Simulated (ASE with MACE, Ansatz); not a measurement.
# Σ9 (114)[1-10] symmetric tilt boundary in W (52 atoms): boundary energy

What is the boundary energy of this cell, counted against the bulk crystal, and how far does it hang on functional and mesh?

Calculated with Ansatz 0.2.0: Kohn-Sham DFT, PBE, PAW (set soft_2), plane waves; cutoff 420 eV, fermi-dirac smearing of 0.1 eV. Cutoffs: 420 eV for PBE and PBEsol; 500 eV for r2SCAN.

**The cells**

The cell holds 52 atoms: 52 W. Cell: a = 9.009 Å, b = 5.282 Å, c = 20.506 Å, α = 90.0°, β = 90.0°, γ = 115.2°. It derives from W. The starting structure: Two grains of W, one the mirror image of the other in the boundary plane, two boundaries a cell; of 6 trial joints (lateral shifts, openings, close atoms taken out) the lowest after a short relaxation with the MACE-MP-0b2 potential was kept (shift [0, 0] of the surface cell, opening 0.00 Å, one of each pair under 1.66 Å removed), then its atoms and the cell's length along the normal were relaxed with that potential. Lattice constants are starting values near those of PBE.

The bulk reference is W2 in a cell of 2 atoms, 16.155 Å³ an atom.

The input of the single point on the relaxed cell:

```yaml
crystal:
  lattice:
    - [9.00854, 0.0, 0.0]
    - [-2.25214, 4.7775, 0.0]
    - [0.0, 0.0, 20.50583]
  atoms:
    - { symbol: W, position: [0.3638, 0.45493, 0.00085] }
    - { symbol: W, position: [0.22327, 0.89364, 0.98327] }
    - { symbol: W, position: [0.08238, 0.32931, 0.06888] }
    - { symbol: W, position: [0.44629, 0.7852, 0.10462] }
    [... 46 atom lines left out ...]
    - { symbol: W, position: [0.83048, 0.32188, 0.60283] }
    - { symbol: W, position: [0.69341, 0.77404, 0.56849] }
kpoints:
  mp_grid: { grid: [4, 8, 2] }
hamiltonian:
  xc: pbe
scf:
  occupations: { method: fermi_dirac, width: 0.1 }
output:
  forces: true
  stress: true
  populations: true
  dos:
    method: { smearing: { sigma: 0.08 } }
    de: 0.1
    projected:
      site_lists:
        W: [W]
        lower_grain: [... 30 sites ...]
        upper_grain: [... 22 sites ...]
  eigenvalues: true
  write_density: true
  write_potential: true
  volumetric_format: npy
```

| cell | formula | k-mesh | relaxation steps | gain on relaxing (eV) | free energy, PBE (eV) | time of its runs on this page |
| --- | --- | --- | --- | --- | --- | --- |
| Sigma9 (114)[1-10] symmetric tilt boundary in W | W52 | 4×8×2 (relaxed on 3×5×1) | 7 | 1.97 | -539998.189 | 77 s |
| bulk W | W2 | 17×17×17 | - | - | -20769.662 | 8.5 s |

**Boundary energy**

The excess is the cell's free energy less 26 times that of the bulk cell. It is divided by twice the area, as the cell holds two boundaries, so the value is their mean, and they need not be alike (43.04 Å²), with 1 eV/Å² = 16.022 J/m².

| level | k-mesh | excess (eV) | boundary energy (J/m²) | per area (meV/Å²) |
| --- | --- | --- | --- | --- |
| PBE | 4×8×2 | 13.017 | 2.423 | 151.2 |
| PBE, denser mesh | 6×10×2 | 13.023 | 2.424 | 151.3 |
| r2SCAN | 4×8×2 | 14.771 | 2.749 | 171.6 |
| PBEsol | 4×8×2 | 14.456 | 2.691 | 167.9 |

Worked for the first row at PBE: (-539998.189) − 26 × (-20769.662) = 13.017 eV (from unrounded energies).

Then 13.017 / (2 × 43.04) × 16.022 = 2.423 J/m².

**Findings**

At PBE the boundary energy is 2.42 J/m². At the same geometries the levels give 2.42 (PBE) to 2.75 J/m² (r2SCAN) and the denser mesh leaves it within 0.01 J/m². Relaxing the atoms lowered it by 0.367 J/m² from the start (on the 3×5×1 mesh of the relaxation), and the farthest atom moved 0.37 Å.

Limits: The cell edges were held, so the lattice is the typed one for every functional, and the length along the normal is the one that the machine-learned potential gave. Cell and bulk are sampled on unlike meshes, and the error grows with the number of atoms subtracted. These are free energies under a smearing of 0.1 eV, whose entropy term isn't removed. The joint was picked among a few trials by a machine-learned potential, and a lower one may exist. Spin–orbit coupling is left out, which matters for the levels of the heavy elements.

[Logs are printed without paths, hosts, clocks, repeated set-up lines and the standing remarks that a program may print on its own settings, such as how far it seeks lower states.]

[Hosts, paths, dates, database ids (printed as entryN), source tags and the programs' standing remarks are cut or masked in the printed files.]
